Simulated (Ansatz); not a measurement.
# YHSe (P-6m2): from the cell to its phonons

Wanted: phonon frequencies of YHSe (P-6m2) and what follows from them.

Main program and level: Ansatz 0.2.0; DFT LDA, scalar-relativistic, plane waves, PAW.

This is a report of a sequence of runs, with most program output left out.

**1. The starting structure**

The structure is hexagonal, space group P-6m2 (No. 187). The conventional cell has a = 3.841 Å, b = 3.841 Å, c = 3.916 Å, α = 90.00°, β = 90.00°, γ = 120.00°. Nearest to Y lie 3 H at 2.22 Å and 6 Se at 2.96 Å. Nearest to H lie 3 Y at 2.22 Å. Se has 6 Y at 2.96 Å and 6 H at 2.96 Å nearest. Farther neighbours and most contacts between anions are not listed.

**2. Relaxation**

Harmonic phonons are second derivatives at a point where the forces vanish, and they are wanted at zero stress, so atoms and cell are relaxed first.

File input.yaml:

```yaml
crystal:
  lattice:
    - [3.8409313358, 0.0, 0.0]
    - [-1.9204656679, 3.326344111, 0.0]
    - [0.0, 0.0, 3.91554956]
  atoms:
    - { symbol: "Y", position: [0.0, 0.0, 0.0] }
    - { symbol: H, position: [0.33333333, 0.66666667, 0.0] }
    - { symbol: Se, position: [0.66666667, 0.33333333, 0.5] }
kpoints:
  mp_grid: { grid: [9, 9, 6] }
hamiltonian:
  xc: lda
scf:
  occupations: { method: gaussian, width: 0.02 }
output:
  forces: true
  stress: true
  eigenvalues: true
relax:
  adjacent_minimum: "off"
  f_tol: 0.005
  max_steps: 80
  cell: { stress_tol: 0.05 }
```

On the command line:

```bash
> ansatz run input.yaml --threads 4 --pin off --max-ram 7168MiB --backend cpu --events-out ev --progress --plain --runs-dir out
```

The job ended after 6.5 s (4 threads of Arm Neoverse V2, shared host; peak memory 0.4 GiB).

The steps of the relaxation:

```tsv
step	energy less that of the first step (eV)	largest force component (eV/Å)	pressure (GPa)	volume (Å³)
1	0.0000	0.0000	-5.61	50.03
2	0.0113	0.0000	7.87	43.62
3	-0.0603	0.0000	-0.71	47.15
4	-0.0611	0.0000	0.11	46.75
5	-0.0612	0.0000	0.00	46.80
6*	-0.0603	0.0000	-0.01	46.80
```

Relaxation steps marked * repeat the geometry before them on a plane-wave basis chosen anew for their cell, so energy and pressure can jump there. Relaxation step 2 was tried and not accepted.

Forces are held to the 12 operations that the run works with; a distortion that breaks them can't arise in this run.

```tsv
conventional cell, symmetrised	before	after	change
a (Å)	3.841	3.764	-2.0 %
b (Å)	3.841	3.764	-2.0 %
c (Å)	3.916	3.815	-2.6 %
volume (Å³/atom)	16.68	15.60	-6.4 %
```

Final coordinates:

```
Y H Se
1.0
     3.76367    0.00000    0.00000
    -1.88183    3.25943    0.00000
     0.00000    0.00000    3.81502
Y H Se
1 1 1
Direct
  0.00000 0.00000 0.00000
  0.33333 0.66667 0.00000
  0.66667 0.33333 0.50000
```

This step gave:

```yaml
pressure: -0.005273 GPa
gap_on_the_k_mesh: 1.311 eV
volume_per_atom: 15.60 Å³
direct_gap_on_mesh: 1.700 eV
```

In this step the volume went from 16.68 to 15.60 Å³/atom.

**3. Tight relaxation**

Phonons need a cell at rest on their own settings, so the relaxation is repeated with tight tolerances on forces and stress, using the mesh and the filling of the phonon run that follows.

File input.yaml:

```yaml
crystal:
  lattice:
    - [3.7636688445, 0.0, 0.0]
    - [-1.8818344223, 3.2594328308, 0.0]
    - [0.0, 0.0, 3.8150156018]
  atoms:
    - { symbol: "Y", position: [0.0, 0.0, 0.0] }
    - { symbol: H, position: [0.3333333333, 0.6666666667, 0.0] }
    - { symbol: Se, position: [0.6666666667, 0.3333333333, 0.5] }
kpoints:
  mp_grid: { grid: [9, 9, 8] }
hamiltonian:
  xc: lda
scf:
  occupations: { method: fixed }
output:
  forces: true
  stress: true
  eigenvalues: true
relax:
  adjacent_minimum: "off"
  f_tol: 0.001
  max_steps: 60
  cell: { stress_tol: 0.01 }
```

Elapsed: 4.5 s, on 4 threads; peak memory 0.4 GiB; 17 s of CPU time.

Little changed from the start: no atom moved by 0.005 Å and no cell edge by 0.1 %.

Numbers from this step:

| Quantity | Value |
| --- | --- |
| pressure | -4.36e-5 GPa |
| gap on the k-mesh | 1.310 eV |

The forces vanish by symmetry and the pressure is 0.000 GPa, within the tolerances set. The cell now holds 15.60 Å³/atom.

**4. Zone-centre response**

The zone centre comes first: it holds the modes that light can see, as far as symmetry allows. The response to a homogeneous field gives the Born charges and the dielectric tensor, and its change with displacement the Raman tensors.

File input.yaml:

```yaml
crystal:
  lattice:
    - [3.7637355768, 0.0, 0.0]
    - [-1.8818677884, 3.2594906226, 0.0]
    - [0.0, 0.0, 3.8146043145]
  atoms:
    - { symbol: "Y", position: [0.0, 0.0, 0.0] }
    - { symbol: H, position: [0.3333333333, 0.6666666667, 0.0] }
    - { symbol: Se, position: [0.6666666667, 0.3333333333, 0.5] }
kpoints:
  mp_grid: { grid: [9, 9, 8] }
hamiltonian:
  xc: lda
scf:
  occupations: { method: fixed }
output:
  eigenvalues: true
phonons:
  method: dfpt
  dielectric: true
  rigid_motions: translations
  raman: true
```

The job ended after 3.2 min (4 threads; peak memory 1.8 GiB; 13 min of CPU time).

This step gave:

```yaml
sum_rule_residual_before_enforcement: 1.05e-4 eV/Å²
miss_of_the_charge_sum_rule: 0.002933 e
estimated_error_of_the_dielectric_tensor: 0.03287
estimated_error_of_the_born_charges: 0.01933 e
point_group: -6m2
highest_optical_mode_at_the_zone_centre_no_lo_to_term: 1141 cm⁻¹
lowest_optical_zone_centre_mode: 196.6 cm⁻¹
mean_high_frequency_dielectric_constant: 9.264
largest_born_charge_third_of_the_trace: 3.037 e
mean_static_dielectric_constant: 13.57
top_of_the_zone_centre_spectrum_with_the_field: 1228 cm⁻¹
```

Without the LO-TO term. Patterns of degenerate modes are one choice out of their space. The modes at Γ (shares of kinetic energy by element, %):

```tsv
mode	frequency (cm⁻¹)	symmetry	Y %	H %	Se %
1	0.0	acoustic	53	1	47
2	0.0	acoustic	53	1	47
3	0.0	acoustic	53	1	47
4	196.6	E'	47	0	53
5	196.6	E'	47	0	53
6	216.0	A2''	47	0	53
7	705.5	A2''	0	99	1
8	1141.1	E'	1	99	0
9	1141.1	E'	1	99	0
```

Displacements in mode 4 (196.6 cm⁻¹), the largest set to 1:
```
Y1  -0.88  0.00  0.00
H2  -0.53  0.00  0.00
Se3  1.00  0.00  0.00
```

Displacements in mode 7 (705.5 cm⁻¹), the largest set to 1:
```
Y1   0.00  0.00  0.00
H2   0.00  0.00  1.00
Se3  0.00  0.00 -0.01
```

Optical modes at the zone centre, without and with the macroscopic field of the longitudinal modes; each column is sorted by frequency, so a row need not hold one and the same mode. Modes with and without the field, by row:

```tsv
rank among optical modes	no field (cm⁻¹)	q along (1, 0, 0) (cm⁻¹)	q along (0, 0, 1) (cm⁻¹)
1	196.6	196.6	196.6
2	196.6	216	196.6
3	216	217.6	259.5
4	705.5	705.5	733.2
5	1141	1141	1141
6	1141	1228	1141
```

Born charge (rows field, columns displacement) (e), principal values of the symmetric part by kind of site:

```tsv
atom	atoms with these values	low	middle	high	mean
Y1	1	3.02	3.02	3.08	3.04
H2	1	-1.33	-1.33	-0.59	-1.08
Se3	1	-2.49	-1.68	-1.68	-1.95
```

In full for H2:

```
-1.33  0.00  0.00
 0.00 -1.33  0.00
 0.00  0.00 -0.59
```

High-frequency dielectric tensor:

```
9.32 0.00 0.00
0.00 9.32 0.00
0.00 0.00 9.16
```

Static dielectric tensor (ions relaxed, fixed cell):

```
13.21  0.00  0.00
 0.00 13.21  0.00
 0.00  0.00 14.27
```

Transverse modes. Infrared lines, with heights relative to the strongest:

```tsv
position (cm⁻¹)	label	relative intensity
197	E'	4.9
216	A2''	5.4
706	A2''	9.1
1141	E'	100
```

Activity x (w_L - w)^4 (n + 1)/w, 532 nm, 300 K; the tensors are static ones, while 532 nm light lies above the computed direct gap, where resonance would change the heights; modes without the macroscopic field alone. Raman lines, with heights relative to the strongest:

```tsv
position (cm⁻¹)	label	relative intensity
197	E'	100
216	A2''	0.0
706	A2''	0.0
1141	E'	11
```

Static second-order susceptibility (pm/V), twice the coefficient d of second-harmonic generation. Second order susceptibility, by row:

```tsv
field along	xx	yy	zz	yz	xz	xy
x	0	0	0	0	0	28.23
y	28.23	-28.23	0	0	0	0
z	0	0	0	0	0	0
```

Before it was imposed, the acoustic sum rule was missed by 1.0e-4 eV/Å² and the charge sum rule by 0.0029 e. Small misses are needed for a sound result but don't prove that mesh and cutoff are converged. The lowest optical mode is real, 197 cm⁻¹.

The log warns of the k mesh: “the force constants stand on the 9×9×8 k-mesh, whose period is 10.80 times the interband length at k = (0.0000, 0.0000, -0.5000), direct gap 1.700 eV, under 14: take them and everything formed from them as unconverged”.

**5. Response at finite wavevector**

Stability and thermal properties need the whole zone. Linear response on a 3×3×4 q mesh gives force constants as far as a supercell of that size would, and the tensors from the zone-centre run are typed in so that the long-range dipole term is interpolated apart.

input.yaml, the sections that differ from step 4:

```yaml
phonons:
  method: dfpt
  qmesh: [3, 3, 4]
  temperatures: { t_max: 1000, t_step: 50 }
  qpath:
    path:
      - [[0.0, 0.0, 0.0], [0.5, 0.0, 0.0], [0.33333333, 0.33333333, 0.0], [0.0, 0.0, 0.0], [0.0, 0.0, 0.5], [0.5, 0.0, 0.5], [0.33333333, 0.33333333, 0.5], [0.0, 0.0, 0.5]]
      - [[0.5, 0.0, 0.5], [0.5, 0.0, 0.0]]
      - [[0.33333333, 0.33333333, 0.5], [0.33333333, 0.33333333, 0.0]]
    npoints: 10
  non_analytic_term:
    high_frequency_dielectric_tensor: [[9.3179, 0.0, 0.0], [0.0, 9.3179, 0.0], [0.0, 0.0, 9.1566]]
    born_effective_charges:
      - { species: "Y", tensor: [[3.018, 0.0, 0.0], [0.0, 3.018, 0.0], [0.0, 0.0, 3.0754]] }
      - { species: H, tensor: [[-1.333, 0.0, 0.0], [0.0, -1.333, 0.0], [0.0, 0.0, -0.5869]] }
      - { species: Se, tensor: [[-1.6849, 0.0, 0.0], [0.0, -1.6849, 0.0], [0.0, 0.0, -2.4885]] }
    source: "zone-centre run at this cell"
# crystal, kpoints, hamiltonian, scf, output: as in step 4
```

It took 3.4 min on 4 threads; peak memory 1 GiB; 13 min of CPU time.

This step gave:

```
sum-rule residual before enforcement                       : 1.00e-4 eV/Å²
lowest frequency on the path                               : 0 cm⁻¹
highest frequency on the path or at a solved wavevector    : 1228 cm⁻¹
mean frequency                                             : 451.3 cm⁻¹
Debye temperature (second moment)                          : 1149 K
logarithmic mean frequency                                 : 295.1 cm⁻¹
lowest mode on the q mesh (acoustic modes at Γ apart)      : 75.96 cm⁻¹
zero-point energy per atom                                 : 83.94 meV
heat capacity at 300 K                                     : 17.49 J/(mol atoms K)
vibrational entropy at 300 K                               : 21.96 J/(mol atoms K)
edges of the widest gap between branches, on path and mesh : 259.5, 705.5 cm⁻¹
```

Frequencies (cm⁻¹) solved at each irreducible wavevector; negative means imaginary. Frequencies by wavevector, by row:

```tsv
q in reciprocal lattice units	star	mode 1	mode 2	mode 3	mode 4	mode 5	mode 6	mode 7	mode 8	mode 9
0 0 0	1	0	0	0	196.6	196.6	216	705.5	1141	1141
0 0 0.25	2	76	76	120.2	181.5	181.5	250.1	734.1	1154	1154
0 0 -0.5	1	135	135	142.7	142.7	198.2	217.2	732.5	1167	1167
0 0.3333 0	6	100.3	112.3	156.4	187.2	197.3	225.6	713.7	1144	1221
0 0.3333 0.25	12	118.9	119.7	172.2	179	197.8	213.6	714.4	1151	1200
0 0.3333 -0.5	6	136.2	153.5	154.8	158.5	208.1	210.8	716.1	1157	1184
0.3333 0.3333 0	2	149.9	158.5	167.8	170.7	207.7	209	722.9	1157	1180
0.3333 0.3333 0.25	4	137.5	155.2	165.2	194.7	200.1	205.8	715.1	1159	1181
0.3333 0.3333 -0.5	2	130.4	151.5	161.5	199.3	201.2	208.8	705.9	1159	1185
```

Interpolated from a 3×3×4 q mesh, with the LO-TO term (at Γ the limit along the path; where Γ stands inside the path, tables give the limit on arrival). The phonon branches at the labelled points (cm⁻¹):

```tsv
point	branch 1	branch 2	branch 3	branch 4	branch 5	branch 6	branch 7	branch 8	branch 9
Γ	0	0	0	197	216	218	706	1141	1228
halfway	80	88	130	192	205	221	710	1145	1226
M	120	140	175	180	183	234	718	1141	1215
halfway	135	146	172	180	189	226	720	1147	1200
K	150	158	168	171	208	209	723	1157	1180
halfway	95	100	141	193	202	220	712	1147	1220
Γ	0	0	0	197	216	218	706	1141	1228
halfway	76	76	120	182	182	250	734	1154	1154
A	135	135	143	143	198	217	732	1167	1167
halfway	140	147	151	155	201	212	721	1159	1180
L	131	159	160	161	210	217	711	1154	1186
halfway	131	152	160	180	210	212	708	1157	1186
H	130	152	162	199	201	209	706	1159	1185
halfway	138	146	153	163	202	211	719	1159	1182
A	135	135	143	143	198	217	732	1167	1167
jump to L	131	159	160	161	210	217	711	1154	1186
halfway	134	136	168	177	199	222	713	1148	1200
M	120	140	175	180	183	234	718	1141	1215
jump to H	130	152	162	199	201	209	706	1159	1185
halfway	138	155	165	195	200	206	715	1159	1181
K	150	158	168	171	208	209	723	1157	1180
```

The phonon density of states has structure finer than the step of the table below, so its rows give means over 50 cm⁻¹, whole bins alone (the curve runs from 5 to 1235 cm⁻¹). Peaks (cm⁻¹: height): 135.0: 0.0594, 195.0: 0.0599, 215.0: 0.0664, 715.0: 0.0750, 1155.0: 0.0599, 1185.0: 0.0365.

Tetrahedra on a 21×21×16 mesh, mean over bins of 10 cm-1. Interpolated from a 3×3×4 q mesh. Phonon density of states against wavenumber; means over each step:

wavenumber (cm⁻¹), phonon density of states (1/cm⁻¹/cell) and a bar:
```
       50     0.0025 #
      100     0.0156 #########
      150     0.0455 ##########################
      200     0.0526 ##############################
      250     0.0037 ##
      300     0.0000 
      350     0.0000 
      400     0.0000 
      450     0.0000 
      500     0.0000 
      550     0.0000 
      600     0.0000 
      650     0.0000 
      700     0.0181 ##########
      750     0.0019 #
      800     0.0000 
      850     0.0000 
      900     0.0000 
      950     0.0000 
     1000     0.0000 
     1050     0.0000 
     1100     0.0000 
     1150     0.0212 ############
     1200     0.0184 ###########
```

The partial phonon density of states has structure finer than the step of the table below, so its rows give means over 25 cm⁻¹, whole bins alone (the curve runs from -10 to 1275 cm⁻¹). Peaks (cm⁻¹: height): H 717.4: 0.0377, 1153.8: 0.0380, 1186.1: 0.0244; Se 167.8: 0.0353; Y 135.5: 0.0200, 208.2: 0.0351.

Phonopy on the run's constants, 17x17x15 mesh, Gaussian sigma 9.2 cm-1. Interpolated from a 3×3×4 q mesh. Partial phonon density of states against wavenumber; means over each step; values in 1/cm⁻¹/cell:

```tsv
wavenumber (cm⁻¹)	H	Se	Y
25	1.4e-6	3.1e-4	3.5e-4
50	1.1e-5	0.00117	0.00126
75	2.7e-5	0.00303	0.00312
100	4.8e-5	0.00749	0.00707
125	7.7e-5	0.0200	0.0165
150	7.5e-5	0.0266	0.0159
175	9.8e-5	0.0313	0.0203
200	8.4e-5	0.0209	0.0324
225	4.2e-5	0.00822	0.0209
250	3.4e-6	7.9e-4	0.00188
275	0	2.8e-5	3.1e-5
300	0	0	0
325	0	0	0
350	0	0	0
375	0	0	0
400	0	0	0
425	0	0	0
450	0	0	0
475	0	0	0
500	0	0	0
525	0	0	0
550	0	0	0
575	0	0	0
600	0	0	0
625	0	0	0
650	0	0	0
675	2.5e-4	5.0e-7	0
700	0.0153	4.0e-5	1.3e-5
725	0.0229	5.0e-5	3.7e-5
750	0.00137	8.2e-7	4.9e-6
775	2.0e-6	0	0
800	0	0	0
825	0	0	0
850	0	0	0
875	0	0	0
900	0	0	0
925	0	0	0
950	0	0	0
975	0	0	0
1000	0	0	0
1025	0	0	0
1050	0	0	0
1075	0	0	0
1100	4.3e-6	0	0
1125	0.00360	0	1.8e-5
1150	0.0297	6.5e-6	1.4e-4
1175	0.0206	5.4e-6	7.3e-5
1200	0.0195	9.6e-6	4.4e-5
1225	0.00597	1.2e-6	2.5e-5
1250	2.6e-4	0	1.0e-6
```

Harmonic thermodynamic functions per atom, from the density of states. Interpolated from a 3×3×4 q mesh. Thermodynamic functions, by row:

```tsv
T (K)	F_vib (meV/atom)	S (J/mol-atom/K)	C_V (J/mol-atom/K)
0	83.94	0	0
50	83.77	1.326	3.797
100	81.86	6.275	10.52
200	70.4	15.34	15.22
300	50.92	21.96	17.49
400	25.33	27.24	19.25
500	-5.27	31.69	20.58
600	-40.15	35.53	21.56
700	-78.76	38.91	22.27
800	-120.7	41.92	22.79
900	-165.6	44.63	23.18
1000	-213.1	47.09	23.48
```

Harmonic mean-square displacement, third of the trace. Interpolated from a 3×3×4 q mesh. Mean square displacements, by row:

```tsv
T (K)	Y1 U_eq (Å²)	H2 U_eq (Å²)	Se3 U_eq (Å²)
0	0.0012	0.01772	0.00143
100	0.00168	0.01802	0.002
300	0.00394	0.01981	0.00476
600	0.00766	0.02576	0.00927
```

Symmetry leaves 9 wavevectors to solve. The lowest mode among them, the acoustic zeros apart, lies at q = (0, 0, 0.25) and is real, 76.0 cm⁻¹.

**6. What came out**

* space group after relaxation (within 0.01 Å): P-6m2
* volume per atom: 15.6 Å³
* gap on the k-mesh: 1.31 eV
* highest optical mode at the zone centre (no LO-TO term): 1141 cm⁻¹
* top of the zone-centre spectrum with the field: 1228 cm⁻¹
* lowest optical zone-centre mode: 197 cm⁻¹
* mean high-frequency dielectric constant: 9.26
* mean static dielectric constant: 13.6
* largest Born charge (third of the trace): 3.04 e
* lowest mode on the q mesh (acoustic modes at Γ apart): 76.0 cm⁻¹
* highest frequency on the path or at a solved wavevector: 1228 cm⁻¹
* zero-point energy per atom: 83.9 meV
* heat capacity at 300 K: 17.5 J/(mol atoms K)
* vibrational entropy at 300 K: 22.0 J/(mol atoms K)
* Debye temperature (second moment): 1149 K
* imaginary modes on the 3×3×4 q mesh: none

**Reading.** The structure is a minimum as far as tested: no mode is imaginary at the 9 irreducible wavevectors of the 3×3×4 mesh, and the softest away from the acoustic zeros lies at 76 cm⁻¹. Without the field, the optical modes at Γ span 197 to 1141 cm⁻¹. The highest mode in this list at Γ, 1141.1 cm⁻¹, is mostly motion of H (99 % of the kinetic energy). With the macroscopic field of the longitudinal modes the top of the zone-centre spectrum lies at 1228 cm⁻¹, against 1141 cm⁻¹ without it. Lattice motion raises the mean dielectric constant from 9.264 to 13.57. The strongest infrared line is at 1141 cm⁻¹. Averaged over orientations, the strongest Raman line at 532 nm and 300 K is at 197 cm⁻¹, among the modes without the field; their longitudinal partners can be Raman active too. The tensors are the static, non-resonant ones, while 532 nm light (2.33 eV) lies above the computed gap. On the path and the mesh, the widest gap between branches runs from 260 to 706 cm⁻¹. With the field response the log warns that the k mesh is coarse for the force constants too, so the frequencies may not be converged. The program warns that the interpolation holds no quadrupole term, so branches close to Γ can be off in this crystal. These are harmonic frequencies at zero temperature: anharmonic shifts, linewidths and thermal expansion are left out.

[Logs are printed without paths, hosts, clocks, repeated set-up lines and the standing remarks that a program may print on its own settings, such as how far it seeks lower states.]

[Hosts, paths, dates, database ids (printed as entryN), source tags and the programs' standing remarks are cut or masked in the printed files.]
